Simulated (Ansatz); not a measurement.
# Elastic response of CdH8C4O6 (P2_1/c) (152 atoms), part 4 of 4

How stiff is CdH8C4O6 (P2_1/c) (152 atoms), and how do its levels respond to strain?

Ansatz 0.2.0; Kohn-Sham DFT, PBE+D3(BJ), PAW (set soft_2), plane waves.

The cell: 8 Cd, 64 H, 32 C and 48 O. Sampling is at Γ alone.

So far. Step 11 (Compressed by 1 % along x): The relaxation converged after 6 steps, 0.0784 eV below its start, with a largest force component of 0.017 eV/Å. Step 11 (Compressed by 1 % along x): Compressed by 1 % along x: the energy stands 0.0244 eV above that of the reference, at a pressure of 0.276 GPa.

**12. Sheared by 2 % in xy**

A shear of the relaxed cell gives the modulus that volume changes can't reach.

input.yaml reads:

```yaml
crystal:
  lattice:
    - [15.27655, 0.15311, 0.50054]
    - [0.12239, 12.21194, -0.0006]
    - [-0.39457, -0.00436, 8.18119]
  atoms:
    [... the 152 atom lines of step 4 ...]
kpoints:
  mp_grid: { grid: [1, 1, 1] }
hamiltonian:
  xc: pbe
  dispersion: d3bj
scf:
  occupations: { method: fixed }
output:
  forces: true
  eigenvalues: true
  stress: true
relax:
  f_tol: 0.05
  max_steps: 70
```

Command:

```
$ ansatz run input.yaml --threads 4 --pin off --max-ram 8192MiB --backend cpu --events-out ev --progress --plain --runs-dir out
```

Numbers of over 12 decimals in the logs are rounded to 6 here.

The program printed:

```text
[...]
Crystal: 152 atoms, lattice volume = 1528.511 Å³
Basis set: ecut = 420 eV, 29891 PW (Γ), exchange–correlation on 216×180×120 points (8 copies of the dense FFT grid, shifted against one another)
Bands: 472, of which v1, the nominal top of the filled ones, is band 320 counted from 1 (319 counted from 0)
Symmetry: 1 space group operations
[...]
k-points: 1
[...]
SCF iter   1: F=—  HF=-102335.285691 eV  |F-HF|=—  |Δ(HF+E_count)|=         —  Δρ=3.08e-3  dr2=1.63e-1  ethr=1.77e-3  ⟨swp⟩=5.0  Hψ=1627  notcnv=0  defer=149
[...]
SCF iter   6: F=-102335.263690 eV  HF=-102335.263705 eV  |F-HF|=1.53e-5  |Δ(HF+E_count)|=   1.88e-5  Δρ=6.33e-5  dr2=6.07e-5  ethr=9.77e-9  ⟨swp⟩=15.0  Hψ=3327  notcnv=0
SCF 1 converged in 6 iterations: F = -102335.263690 eV  dr2 = 6.07e-5
[...]
relax step   1: F+E_penalty+E_count = -102335.26368958 eV  Δ(F+E_penalty+E_count) = +0.000e0 eV  max|allowed force component| = 5.754e-1 eV/Å  Δτ_max = 0.0000 Å  (6 SCF iters, dr2 threshold 6.25e-5 eV, accepted)
[...]
relax step   2: F+E_penalty+E_count = -102335.43159250 eV  Δ(F+E_penalty+E_count) = -1.679e-1 eV  max|allowed force component| = 2.016e-1 eV/Å  Δτ_max = 0.0560 Å  (6 SCF iters, dr2 threshold 2.07e-5 eV, accepted)
[...]
relax step   3: F+E_penalty+E_count = -102335.42756335 eV  Δ(F+E_penalty+E_count) = +4.029e-3 eV  max|allowed force component| = 1.726e-1 eV/Å  Δτ_max = 0.0503 Å  (8 SCF iters, dr2 threshold 2.54e-6 eV, rejected (line search))
relax step   4: F+E_penalty+E_count = -102335.44347216 eV  Δ(F+E_penalty+E_count) = -1.188e-2 eV  max|allowed force component| = 3.089e-1 eV/Å  Δτ_max = 0.0245 Å  (10 SCF iters, accepted)
relax step   5: F+E_penalty+E_count = -102335.45752311 eV  Δ(F+E_penalty+E_count) = -1.405e-2 eV  max|allowed force component| = 2.145e-2 eV/Å  Δτ_max = 0.0162 Å  (5 SCF iters, dr2 threshold 1.17e-5 eV, accepted)
[...]
relax step   6: F+E_penalty+E_count = -102335.45752749 eV  Δ(F+E_penalty+E_count) = -4.383e-6 eV  max|allowed force component| = 2.138e-2 eV/Å  Δτ_max = 0.0000 Å  (5 SCF iters, accepted)
SCF converged after 5 iterations
Free energy (F): -102335.457527 eV
[...]
Internal energy: -102335.457527 eV  (E = F + TS)
E sigma→0 (E₀):  -102335.457527 eV
Fermi energy:    1.224769 eV
[...]
--- Forces (eV/Å), atoms counted from 1 ---
  atom   1  Cd    -0.00257519    -0.00187086    -0.00264492
  atom   2  Cd    -0.00246508     0.00561338    -0.00071284
  atom   3  Cd     0.00150949     0.00196153     0.00147002
  atom   4  Cd     0.00266871    -0.00558891     0.00077491
  atom   5  H     -0.00436466    -0.00131825    -0.00156966
  atom   6  H     -0.00150209     0.00053275     0.00018115
  atom   7  H      0.00378269     0.00153768     0.00151706
  atom   8  H      0.00207855    -0.00061384     0.00026166
  atom   9  H     -0.00063772     0.00311891     0.00184502
  atom  10  H     -0.00260770    -0.00244224     0.00300949
  atom  11  H      0.00040413    -0.00342795    -0.00163895
  atom  12  H      0.00197212     0.00269623    -0.00285428
  atom  13  H     -0.00087949     0.00251641    -0.00042577
  atom  14  H     -0.00062264    -0.00175062     0.00086767
[...]
atom 151  O      0.00344634    -0.00263172    -0.00218854
  atom 152  O      0.00494313     0.00274551    -0.00125157
  max |Σ_I F_I| component: 7.26e-6 eV/Å
--- Stress (GPa, compression-positive) ---
        0.015253      -0.306312       0.029362
       -0.306312       0.020489      -0.100700
        0.029362      -0.100701       0.024668
  P = ⅓ Tr σ = 0.0201 GPa (0.201 kbar)
--- Band table (eV) ---
[...]
--- Relaxed structure (6 steps of the walk, 5 accepted, 0 SCFs on fresh bases) ---
  F+E_penalty+E_count = -102335.45752749 eV   max|allowed force component| = 2.138e-2 eV/Å
  atoms:
    - { symbol: Cd, position: [0.087110, 0.588173, 0.081392] }
    - { symbol: Cd, position: [0.414253, 0.088809, 0.420670] }
    - { symbol: Cd, position: [0.412837, 0.411854, 0.918373] }
    - { symbol: Cd, position: [0.085623, 0.911266, 0.579301] }
[...]
- { symbol: O, position: [0.630039, 0.910982, 0.307989] }
```

Elapsed: 2.5 min, on 4 threads of Arm Neoverse V1, shared host; peak memory 2.3 GiB.

The relaxation converged after 6 steps, 0.194 eV below its start, with a largest force component of 0.021 eV/Å.

Sheared by 2 % in xy: the energy stands 0.0300 eV above that of the reference, at a pressure of 0.0201 GPa.

**13. Pressure against volume**

Atoms are relaxed at each volume, in the scaled cell.

| volume change (%) | volume (Å³/atom) | energy change (meV/atom) | pressure (GPa) | largest move on relaxing (Å) | bonds | gap (eV) |
| --- | --- | --- | --- | --- | --- | --- |
| -10 | 9.051 | 5.80 | 2.09 | 1.06 | 168 | 4.33 |
| -6 | 9.454 | 2.28 | 1.16 | 0.40 | 168 | 4.43 |
| -3 | 9.755 | 0.54 | 0.59 | 0.14 | 168 | 4.40 |
| +0 | 10.057 | 0.00 | 0.01 | - | 168 | 4.35 |
| +3 | 10.359 | 0.49 | -0.55 | 0.12 | 168 | 4.28 |
| +6 | 10.660 | 2.05 | -1.09 | 0.22 | 168 | 4.21 |

**14. Uniaxial strain and shear**

Stress (GPa, compression positive) less that of the relaxed cell, atoms relaxed:

| strain | xx | yy | zz | xy | energy change (meV/atom) |
| --- | --- | --- | --- | --- | --- |
| stretched by 1 % along x | -0.516 | -0.103 | -0.163 | 0.000 | 0.15 |
| compressed by 1 % along x | 0.533 | 0.132 | 0.138 | 0.000 | 0.16 |
| sheared by 2 % in xy | 0.011 | 0.027 | -0.004 | -0.306 | 0.20 |

**15. What came out**

The bulk modulus, from the slope of pressure against ln V over the three points nearest the relaxed volume, is 18.9 GPa; between neighbouring points the slope runs 21, 18, 19, 19 and 19 GPa from the smallest volume up, without a steady fall, so no pressure derivative is given. At -10 % some atom moved by over 0.5 Å on relaxing, so that point may sit in another local minimum. The gap goes from 4.33 eV at the smallest volume to 4.21 eV at the largest, not monotonically (lowest 4.21, highest 4.43 eV), on the run's k-points. In the Cartesian axes of the cell, finite differences give C11 = 52.4, C12 = 11.7, C13 = 15.1 and C66 = 15.3 GPa (the shear of 2 % is the engineering strain, εxy = 0.01).

Caveats: Strains are finite and relaxations stop at the force tolerance of the input, which can leave moduli too stiff; they are those of a static cell at zero temperature. Volumes are changed with the cell's shape held, so in an anisotropic solid the modulus lies over the one under free hydrostatic load. The program notes that the SCF threshold of the relaxations is loose for the stress.

The DFT runs together took 29 min of wall time.

[Logs are printed without paths, hosts, clocks, repeated set-up lines and the standing remarks that a program may print on its own settings, such as how far it seeks lower states.]

[Hosts, paths, dates, database ids (printed as entryN), source tags and the programs' standing remarks are cut or masked in the printed files.]
